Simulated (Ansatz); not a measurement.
**LiY (built on the sites of a database entry of LiIn): a soft mode frozen in**

Which phase does LiY (built on the sites of a database entry of LiIn) fall into along its unstable mode, and how much energy does it gain?

Calculated with Ansatz 0.2.0; DFT PBEsol, scalar-relativistic, plane waves, PAW.

The structure was built from a prototype and need not be the compound's stable phase.

### Step 1. Set-up

It takes space group Fd-3m (No. 227, cubic). The conventional cell has a = 7.388 Å, b = 7.388 Å, c = 7.388 Å, α = 90.00°, β = 90.00°, γ = 90.00°. Nearest to Li lie 4 Li at 3.20 Å and 4 Y at 3.20 Å. Nearest to Y lie 4 Li at 3.20 Å and 4 Y at 3.20 Å. Farther neighbours are not listed.

### Step 2. Response at finite wavevector

The cell comes from relaxations at this level that are not shown. Stability and thermal properties need the whole zone. Linear response on a 4×4×4 q mesh gives force constants as far as a supercell of that size would.

File input.yaml:

```yaml
crystal:
  lattice:
    - [0.0, 3.6938399398, 3.6938399398]
    - [3.6938399398, 0.0, 3.6938399398]
    - [3.6938399398, 3.6938399398, 0.0]
  atoms:
    - { symbol: Li, position: [0.5, 0.5, 0.5] }
    - { symbol: Li, position: [0.75, 0.75, 0.75] }
    - { symbol: "Y", position: [0.0, 0.0, 0.0] }
    - { symbol: "Y", position: [0.25, 0.25, 0.25] }
kpoints:
  mp_grid: { grid: [12, 12, 12] }
hamiltonian:
  xc: pbesol
scf:
  occupations: { method: methfessel_paxton, width: 0.2 }
output:
  eigenvalues: true
phonons:
  method: dfpt
  qmesh: [4, 4, 4]
  temperatures: { t_max: 1000, t_step: 50 }
  qpath:
    path:
      - [[0.0, 0.0, 0.0], [0.5, 0.0, 0.5], [0.625, 0.25, 0.625]]
      - [[0.375, 0.375, 0.75], [0.0, 0.0, 0.0], [0.5, 0.5, 0.5], [0.5, 0.25, 0.75], [0.5, 0.0, 0.5]]
    npoints: 10
```

Launch:

```
$ ansatz run input.yaml --threads 4 --pin off --max-ram 14336MiB --backend cpu --events-out ev --progress --plain --runs-dir out
```

Numbers of over 12 decimals in the logs are rounded to 6 here.

The log of the run:

```text
Warning: phonons: the dynamical matrix that this run interpolates holds no multipole term above the dipole-dipole one, and a site of this crystal is no centre of inversion, so its interpolated transverse optical and acoustic branches and sound speeds can stay off near Gamma, and the density of states and the thermodynamics with them. What a run solves at a wave vector of phonons.qpoints, Gamma apart, where the deck admits one, is free of this, and under fd what a larger phonons.supercell samples
Engine: ansatz 0.2.0, aarch64-unknown-linux-gnu
Pseudopotentials: kind: paw
Pseudopotential: Li, paw, valence charge 3, recommended cutoff 420 eV (normal), Li.paw.azcp
Pseudopotential: Y, paw, valence charge 11, recommended cutoff 420 eV (normal), Y.paw.azcp
Functional definition: PBEsol
  exchange = pbesol_x
  correlation = pbesol_c
Crystal: 4 atoms, lattice volume = 100.801 Å³
Basis set: ecut = 420 eV, 1989 PW (Γ), exchange–correlation on 72×72×72 points (8 copies of the dense FFT grid, shifted against one another)
Bands: 18, of which v1, the nominal top of the filled ones, is band 14 counted from 1 (13 counted from 0)
Symmetry: 48 space group operations
k-points: 72 of 1728
Non-local potential: Li, projectors of the file, l = 0: 3, l = 1: 2, l = 2: 1
Non-local potential: Y, projectors of the file, l = 0: 3, l = 1: 2, l = 2: 2, l = 3: 1
PAW form: soft (Blöchl's): semilocal exchange-correlation on the pseudo side does not see the compensation charge
PAW frozen core: Y, regenerated for the run's functional, and the local potential with it (the file was generated under x = pbe(κ = 0.804, μ = 0.219515), c = pbe(β = 0.066725))
PAW one-centre angular grid: Li, 110 points (default); XC on 64 Gauss nodes
PAW one-centre angular grid: Y, 590 points (default); XC on 64 Gauss nodes
Initial density: superposition of atomic densities (neutral atoms: chi_scale 0, normalization atom), corrected by the library's trained network
Initial wavefunctions: pseudopotential atomic-orbital guess
Functional: x = pbesol(κ = 0.804, μ = 0.123457), c = pbesol(β = 0.046)
SCF iter   1: F=—  HF=-7994.904172 eV  |F-HF|=—  |Δ(HF+E_count)|=         —  Δρ=2.51e-3  dr2=6.39e-3  ethr=1.77e-3  ⟨swp⟩=5.0  Hψ=12291  notcnv=0
automatic band count: the SCF goes on with 22 bands, as 18 were too few: they end inside the smearing window of the response
preconditioner: auto → Kerker (q_TF=auto, 2.204 Å⁻¹)  [metal: Δε(μ)=0.008 eV  Ē_g=3.254 eV  σ=0.200 eV  W_gap=0.03  n_scr=14 (ndim 8)  ℏωp=10.5 eV  f_vac=0.000  D(μ)=3.24/eV (n_scr^D=26)]
SCF iter   2: F=—  HF=-7994.901462 eV  |F-HF|=—  |Δ(HF+E_count)|=   2.71e-3  S|Δr|=    0.00e0  Δρ=1.28e-3  dr2=1.49e-3  ethr=2.28e-5  ⟨swp⟩=2.0  Hψ=2664  notcnv=0
SCF iter   3: F=—  HF=-7994.901050 eV  |F-HF|=—  |Δ(HF+E_count)|=   4.12e-4  S|Δr|=    0.00e0  Δρ=2.27e-4  dr2=4.21e-5  ethr=5.32e-6  ⟨swp⟩=2.0  Hψ=2557  notcnv=0
SCF iter   4: F=—  HF=-7994.901053 eV  |F-HF|=—  |Δ(HF+E_count)|=   3.72e-6  S|Δr|=    0.00e0  Δρ=4.60e-5  dr2=2.70e-6  ethr=1.50e-7  ⟨swp⟩=2.3  Hψ=2104  notcnv=0
SCF iter   5: F=—  HF=-7994.901054 eV  |F-HF|=—  |Δ(HF+E_count)|=   6.24e-7  S|Δr|=    0.00e0  Δρ=1.40e-5  dr2=3.20e-7  ethr=9.63e-9  ⟨swp⟩=1.5  Hψ=1623  notcnv=0
SCF iter   6: F=—  HF=-7994.901054 eV  |F-HF|=—  |Δ(HF+E_count)|=   1.89e-8  S|Δr|=    0.00e0  Δρ=2.35e-6  dr2=6.34e-9  ethr=1.14e-9  ⟨swp⟩=2.0  Hψ=1839  notcnv=0
SCF iter   7: F=—  HF=-7994.901054 eV  |F-HF|=—  |Δ(HF+E_count)|=   1.03e-9  S|Δr|=    0.00e0  Δρ=6.26e-7  dr2=3.93e-10  ethr=2.26e-11  ⟨swp⟩=2.2  Hψ=2604  notcnv=0
SCF iter   8: F=—  HF=-7994.901054 eV  |F-HF|=—  |Δ(HF+E_count)|=  3.82e-11  S|Δr|=    0.00e0  Δρ=1.13e-7  dr2=1.36e-11  ethr=1.40e-12  ⟨swp⟩=2.3  Hψ=2488  notcnv=0
SCF iter   9: F=-7994.901054 eV  HF=-7994.901054 eV  |F-HF|=1.82e-12  |Δ(HF+E_count)|=  7.28e-12  S|Δr|=    0.00e0  Δρ=2.33e-8  dr2=2.83e-13  ethr=1.00e-12  ⟨swp⟩=7.0  Hψ=5634  notcnv=0
SCF 1 converged in 9 iterations: F = -7994.901054 eV  dr2 = 2.83e-13
  greatest PAW one-centre occupation: 1.000 electrons in one spin orbital (limit 2), on the Li atom at site 1 (counted from 0), in its partial waves of l = 0
Initial density: read from a saved state, or passed on in memory by an earlier SCF of this step, an earlier step, the calling program or the single point that the run made first
iter 1 solved again at ethr=4.88e-8 eV; its pass at ethr=3.10e-3 eV (dr2=1.37e-5 eV) is discarded
SCF iter   1: F=—  HF=-7994.901054 eV  |F-HF|=—  |Δ(HF+E_count)|=         —  Δρ=1.83e-7  dr2=4.19e-11  ethr=4.88e-8  ⟨swp⟩=4.2  Hψ=9702  notcnv=0
eigensolver tolerance schedule: the retry pair's looser diagonalisation over-reported the residual by 326225.85 of it (diagonalisation noise at an unbounded share of the residual, at the tolerance the schedule requests for it); recorded, not acted on — ethr = c·dr2/N_el stays at c = 1.0e-1
preconditioner: auto → Kerker (q_TF=auto, 2.204 Å⁻¹)  [metal: Δε(μ)=0.004 eV  Ē_g=2.023 eV  σ=0.200 eV  W_gap=0.02  n_scr=14 (ndim 8)  ℏωp=10.5 eV  f_vac=0.000  D(μ)=3.28/eV (n_scr^D=26)]
SCF iter   2: F=—  HF=-7994.901054 eV  |F-HF|=—  |Δ(HF+E_count)|=   1.58e-7  S|Δr|=    0.00e0  Δρ=9.29e-8  dr2=9.68e-12  ethr=1.00e-12  ⟨swp⟩=1.9  Hψ=4902  notcnv=0
SCF iter   3: F=-7994.901054 eV  HF=-7994.901054 eV  |F-HF|=4.55e-12  |Δ(HF+E_count)|=  9.09e-13  S|Δr|=    0.00e0  Δρ=6.25e-8  dr2=4.22e-12  ethr=1.00e-12  ⟨swp⟩=1.0  Hψ=2880  notcnv=0
SCF 2 converged in 3 iterations: F = -7994.901054 eV  dr2 = 4.22e-12
phonons: the bands overlap, so this run is a metal and interpolates without the dipole-dipole term. If the crystal is really an insulator or semiconductor, its LO-TO splitting is missing
NSCF: frozen V_eff on 72 k-points
NSCF: frozen V_eff on 163 k-points
DFPT response loops at q = (0, 0, 0) (fractional): preconditioner auto → Kerker (q_TF=auto, 2.204 Å⁻¹) (partly filled bands, converged f_vac=0.000); β = 1.00, the filter's whole step (`scf.mixing.beta` (0.50) is not read by the response loops under this deck's `scf.mixing.preconditioner`; to damp them name `kerker` or `kerker_dos`, under which they read `scf.mixing.beta`, and type it under 1.00, their step now; both keys bind the ground state too); Broyden in place of MSR1
NSCF: frozen V_eff on 1872 k-points
DFPT response loops at q = (0, 0, 0.25) (fractional): mixed as the last ones told, above
NSCF: frozen V_eff on 952 k-points
DFPT response loops at q = (0, 0, -0.5) (fractional): mixed as the last ones told, above
NSCF: frozen V_eff on 1020 k-points
DFPT response loops at q = (0, 0.25, 0.25) (fractional): mixed as the last ones told, above
NSCF: frozen V_eff on 3456 k-points
DFPT response loops at q = (0, 0.25, -0.5) (fractional): mixed as the last ones told, above
NSCF: frozen V_eff on 1872 k-points
DFPT response loops at q = (0, 0.25, -0.25) (fractional): mixed as the last ones told, above
NSCF: frozen V_eff on 560 k-points
DFPT response loops at q = (0, -0.5, -0.5) (fractional): mixed as the last ones told, above
NSCF: frozen V_eff on 1020 k-points
DFPT response loops at q = (0.25, -0.5, -0.25) (fractional): mixed as the last ones told, above
SCF converged after 9 iterations
Stability not checked: this state was not tested for a lower state beside it, because cold or Methfessel-Paxton smearing, or corrected tetrahedra, fill the levels in a way that the test cannot read (fill_not_monotonic; see scf.lower_state_search)
Free energy (F): -7994.901054 eV
Harris-Foulkes:  -7994.901054 eV  (|F-HF|=1.82e-12)
Internal energy: -7994.903718 eV  (E = F + TS)
E sigma→0 (E₀):  -7994.901720 eV
Entropy (-TS):   0.002664 eV (0.666 meV/atom)
Fermi energy:    6.448230 eV
--- Per-component energies (eV) ---
  E_band       = -456.485966
  E_kinetic    = 652.966745
  E_local      = -1664.762864  (includes V_loc(G=0)·N_el)
  E_nonlocal   = 38.289028
  E_hartree    = 535.580346
  E_xc         = -362.623329
  E_vxc        = -421.225507  (∫ρ·V_xc dr)
  E_paw        = -5586.347172  (= ΣΔE_a)
  E_vpaw       = -132.914085  (= ΣTr[D̂ρ^β])
  E_aug_tail   = 0.000035  (compensation charges beyond the density's cutoff)
  E_ewald      = -1608.304053
  E_core_change = 0.297546  (= ΣΔE_core)
  E_smearing   = 0.002664  (= −TS)
  E_closure    = -0.000000  (closes the sum)
  Σ components = -7994.901054   (vs F -7994.901054, Δ=0.00e0)
--- Band table (eV; the first three rows and the last of 72) ---
  k-point 0: bands = [... 10 lower, 2.2126, 6.3890, 6.3890, 6.4782, 6.4782, 6.4782, 7.4200, 7.4200, ... 4 higher]
  k-point 1: bands = [... 10 lower, 2.2773, 6.1920, 6.1920, 6.4703, 6.7195, 6.7195, 7.2618, 7.4122, ... 4 higher]
  k-point 2: bands = [... 10 lower, 2.4668, 6.0139, 6.0139, 6.3962, 6.9325, 6.9887, 6.9887, 7.4292, ... 4 higher]
  k-point 71: bands = [... 10 lower, 4.9850, 4.9850, 5.3003, 5.3003, 6.8723, 6.8723, 7.4721, 7.4721, ... 4 higher]
--- Phonons (Γ-DFPT): 2 representative perturbations + reference (Σ response iterations 6) ---
  ASR residual: 2.957e-5 → 0.000e0 eV/Å²; symmetrization residual: 7.045e-7 eV/Å²
  ASR residual per site (eV/Å²): 3.17e-6 3.17e-6 2.96e-5 2.96e-5
  Γ frequencies (cm⁻¹): 0.00 0.00 0.00 105.09 105.09 105.09 241.64 241.64 241.64 301.73 301.73 301.73
--- Phonons (arbitrary-q DFPT): 8 irreducible q on the 4×4×4 mesh ---
  q = [0.0000, 0.0000, 0.0000] (star 1, of the zone-centre solve; hermiticity 4.69e-7, symmetrization 1.33e-13): -0.00 0.00 0.00 105.09 105.09 105.09 241.64 241.64 241.64 301.73 301.73 301.73
  q = [0.0000, 0.0000, 0.2500] (star 8, 2 solved perturbations on 936 of 1728 k-point pairs; hermiticity 6.43e-7, symmetrization 3.25e-13): 21.93 21.93 32.10 97.18 103.55 103.55 250.66 250.66 264.51 292.63 299.17 299.17
  q = [0.0000, 0.0000, -0.5000] (star 4, 2 solved perturbations on 476 of 1728 k-point pairs; hermiticity 1.03e-5, symmetrization 6.18e-6): 6.37 28.10 28.10 99.78 104.89 104.89 261.97 261.97 278.60 288.75 294.15 294.15
  q = [0.0000, 0.2500, 0.2500] (star 6, 4 solved perturbations in 1608 linear systems a pass and spin channel, the states on 510 of 1728 k-point pairs; hermiticity 4.87e-7, symmetrization 2.72e-13): -22.14 -22.14 51.16 90.34 99.52 99.52 254.87 254.87 269.00 292.41 292.54 292.54
  q = [0.0000, 0.2500, -0.5000] (star 24, 4 solved perturbations in 5328 linear systems a pass and spin channel, the states on 1728 of 1728 k-point pairs; hermiticity 5.06e-7, symmetrization 6.40e-8): -44.65 -42.61 39.21 81.09 110.54 115.29 261.32 262.36 275.12 280.72 288.36 292.48
  q = [0.0000, 0.2500, -0.2500] (star 12, 4 solved perturbations in 2892 linear systems a pass and spin channel, the states on 936 of 1728 k-point pairs; hermiticity 3.62e-7, symmetrization 1.61e-13): -30.70 -27.48 21.08 86.33 111.22 115.61 259.02 259.15 272.16 284.76 295.07 296.57
  q = [0.0000, -0.5000, -0.5000] (star 3, 4 solved perturbations in 886 linear systems a pass and spin channel, the states on 280 of 1728 k-point pairs; hermiticity 2.93e-7, symmetrization 2.34e-7): -60.60 -60.60 72.69 72.69 116.40 116.40 264.23 264.23 279.02 279.02 280.17 280.17
  q = [0.2500, -0.5000, -0.2500] (star 6, 4 solved perturbations in 1544 linear systems a pass and spin channel, the states on 510 of 1728 k-point pairs; hermiticity 7.50e-6, symmetrization 2.45e-6): -49.66 -49.66 57.01 57.01 118.65 118.65 268.48 268.48 272.45 272.45 289.62 289.62
  sum rule: each row above includes the acoustic sum rule's correction from the zone centre's row sums; it moved no ω² by more than (0.35 cm⁻¹)²
  mesh force constants: q→R imaginary residual 4.45e-18; ASR residual 2.957e-5 → 0.000e0 eV/Å²; symmetrization residual 2.887e-15 eV/Å²
  interpolated dispersion: 62 rows × 12 modes
  density of states and harmonic sums: on the 16×16×16 q-mesh, interpolated from the force constants of a 4×4×4 supercell (no non-analytic term)
  largest difference from the sums on the solved wave vectors: F 4.26e-3 eV, S 5.48e-6 and C_V 6.93e-7 eV/K
  zero-point energy: 0.124614 eV/cell   skipped modes (ω ≤ 0): 222, of them read as no rigid motion or as one in doubt: 219 (1.648e0 modes/cell left out, lowest -60.60 cm⁻¹)   left out of the sums: 1.37e-1 of the cell's modes: C_V's classical limit lies that fraction below 3 k_B per atom; for a crystal, a wire or a layer, F and S can be off by more, and a phonons.interpolated_qmesh denser along its periods is the remedy for the sampling
```

It took 14 min on 4 threads of Arm Neoverse V1, shared host; peak memory 6.9 GiB.

In the SCF lines HF is the Harris–Foulkes energy and dr2 the Hartree energy of the density residual, in eV; the loop may stop once dr2 is under the threshold and the program's other checks hold. Hψ counts applications of the Hamiltonian.

Numbers from this step:

```
volume per atom                                         : 25.20 Å³
gap on the k-mesh                                       : 0 eV
sum-rule residual before enforcement                    : 2.96e-5 eV/Å²
lowest frequency on the path                            : -60.60 cm⁻¹
point group                                             : m-3m
highest frequency on the path or at a solved wavevector : 301.7 cm⁻¹
highest optical mode at the zone centre (no LO-TO term) : 301.7 cm⁻¹
lowest optical zone-centre mode                         : 105.1 cm⁻¹
lowest mode on the q mesh (acoustic modes at Γ apart)   : -60.6 cm⁻¹
```

Frequencies (cm⁻¹) solved at each irreducible wavevector; negative means imaginary. Frequencies by wavevector, by row:

```
q in reciprocal lattice units  star  mode 1  mode 2  mode 3  mode 4  mode 10  mode 11  mode 12
                        0 0 0     1       0       0       0   105.1    301.7    301.7    301.7
                     0 0 0.25     8    21.9    21.9    32.1    97.2    292.6    299.2    299.2
                     0 0 -0.5     4     6.4    28.1    28.1    99.8    288.8    294.1    294.1
                  0 0.25 0.25     6   -22.1   -22.1    51.2    90.3    292.4    292.5    292.5
                  0 0.25 -0.5    24   -44.6   -42.6    39.2    81.1    280.7    288.4    292.5
                 0 0.25 -0.25    12   -30.7   -27.5    21.1    86.3    284.8    295.1    296.6
                  0 -0.5 -0.5     3   -60.6   -60.6    72.7    72.7      279    280.2    280.2
              0.25 -0.5 -0.25     6   -49.7   -49.7      57      57    272.4    289.6    289.6
```

Interpolated from a 4×4×4 q mesh. The phonon branches at the labelled points (cm⁻¹):

```
    point  branch 1  branch 2  branch 3  branch 4  branch 9  branch 10  branch 11  branch 12
        Γ         0         0         0       105       242        302        302        302
  halfway       -22       -22        51        90       269        292        292        292
        X       -61       -61        73        73       279        279        280        280
  halfway       -59       -58        64        73       275        278        282        285
        U       -52       -51        46        74       272        276        286        290
jump to K       -52       -51        46        74       272        276        286        290
  halfway       -14        -9        35        89       270        289        296        300
        Γ         0         0         0       105       242        302        302        302
  halfway        22        22        32        97       264        293        299        299
        L         6        28        28       100       279        289        294        294
  halfway       -37       -35        26        82       276        280        292        294
        W       -50       -50        57        57       272        272        290        290
  halfway       -56       -56        65        65       275        275        286        286
        X       -61       -61        73        73       279        279        280        280
```

Symmetry leaves 8 wavevectors to solve. The lowest mode among them, the acoustic zeros apart, lies at q = (0, -0.5, -0.5) and is imaginary, 60.6i cm⁻¹, so the energy falls along it.

### Step 3. The mode frozen in, largest atomic shift 0 Å

The mode followed lies at q = (0.25, -0.5, -0.25) with frequency 49.7i cm⁻¹ and is 2-fold degenerate, one of the unstable modes though not the softest. At small amplitude the distorted cell has space group no. 121 by a symmetry search on the positions. The undistorted cell that holds it gives the zero of energy on the same k mesh.

System of this step: LiY (built on the sites of a database entry of LiIn). Symmetry: Fd-3m, No. 227, cubic system. Conventional cell: a = 7.388 Å, b = 7.388 Å, c = 7.388 Å, α = 90.00°, β = 90.00°, γ = 90.00°. Nearest to Li lie 4 Li at 3.20 Å and 4 Y at 3.20 Å. Nearest to Y lie 4 Li at 3.20 Å and 4 Y at 3.20 Å. Farther neighbours are not listed.

File input.yaml:

```yaml
crystal:
  lattice:
    - [0.0, 0.0, -7.3876798796]
    - [7.3876798796, 0.0, 0.0]
    - [3.6938399398, -7.3876798796, -3.6938399398]
  atoms:
    - { symbol: Li, position: [0.5, 0.0, 0.0] }
    - { symbol: Li, position: [0.0, 0.5, 0.0] }
    - { symbol: Li, position: [0.25, 0.25, 0.5] }
    - { symbol: Li, position: [0.75, 0.75, 0.5] }
    - { symbol: Li, position: [0.375, 0.375, 0.75] }
    - { symbol: Li, position: [0.875, 0.875, 0.75] }
    - { symbol: Li, position: [0.125, 0.625, 0.25] }
    - { symbol: Li, position: [0.625, 0.125, 0.25] }
    - { symbol: "Y", position: [0.5, 0.5, 0.0] }
    - { symbol: "Y", position: [0.0, 0.0, 0.0] }
    - { symbol: "Y", position: [0.25, 0.75, 0.5] }
    - { symbol: "Y", position: [0.75, 0.25, 0.5] }
    - { symbol: "Y", position: [0.625, 0.625, 0.25] }
    - { symbol: "Y", position: [0.125, 0.125, 0.25] }
    - { symbol: "Y", position: [0.375, 0.875, 0.75] }
    - { symbol: "Y", position: [0.875, 0.375, 0.75] }
kpoints:
  mp_grid: { grid: [6, 6, 6] }
hamiltonian:
  xc: pbesol
scf:
  occupations: { method: methfessel_paxton, width: 0.2 }
output:
  forces: true
  stress: true
  eigenvalues: true
```

The log of the run:

```text
[...]
Crystal: 16 atoms, lattice volume = 403.203 Å³
Basis set: ecut = 420 eV, 7881 PW (Γ), exchange–correlation on 100×100×128 points (8 copies of the dense FFT grid, shifted against one another)
Bands: 72, of which v1, the nominal top of the filled ones, is band 56 counted from 1 (55 counted from 0)
Symmetry: 64 space group operations
[...]
k-points: 30 of 216
[...]
k-point 0: bands = [... 52 lower, 5.7344, 6.3893, 6.3893, 6.4784, 6.4785, 6.4785, 6.8725, 6.8725, ... 12 higher]
  k-point 1: bands = [... 52 lower, 6.0014, 6.1782, 6.4461, 6.5237, 6.5237, 6.8330, 6.8756, 6.8756, ... 12 higher]
  k-point 2: bands = [... 52 lower, 6.0402, 6.6154, 6.6567, 6.6567, 6.7514, 6.8816, 6.8816, 6.8816, ... 12 higher]
  k-point 29: bands = [... 52 lower, 5.7758, 5.7758, 5.7766, 5.7766, 6.7241, 6.7241, 6.8037, 6.8037, ... 12 higher]
[key lines of the parts left out:]
SCF converged after 6 iterations
Free energy (F): -31979.604652 eV
Fermi energy:    6.448434 eV
P = ⅓ Tr σ = -0.0212 GPa (-0.212 kbar)
```

It took 15 s on 4 threads; peak memory 1.3 GiB.

This step gave:

- pressure: -0.02122 GPa
- energy from the undistorted cell: 0 meV/atom

The run ends at a pressure of -0.02 GPa.

(Part 1 of 2 ends here.)

[Logs are printed without paths, hosts, clocks, repeated set-up lines and the standing remarks that a program may print on its own settings, such as how far it seeks lower states.]

[Hosts, paths, dates, database ids (printed as entryN), source tags and the programs' standing remarks are cut or masked in the printed files.]
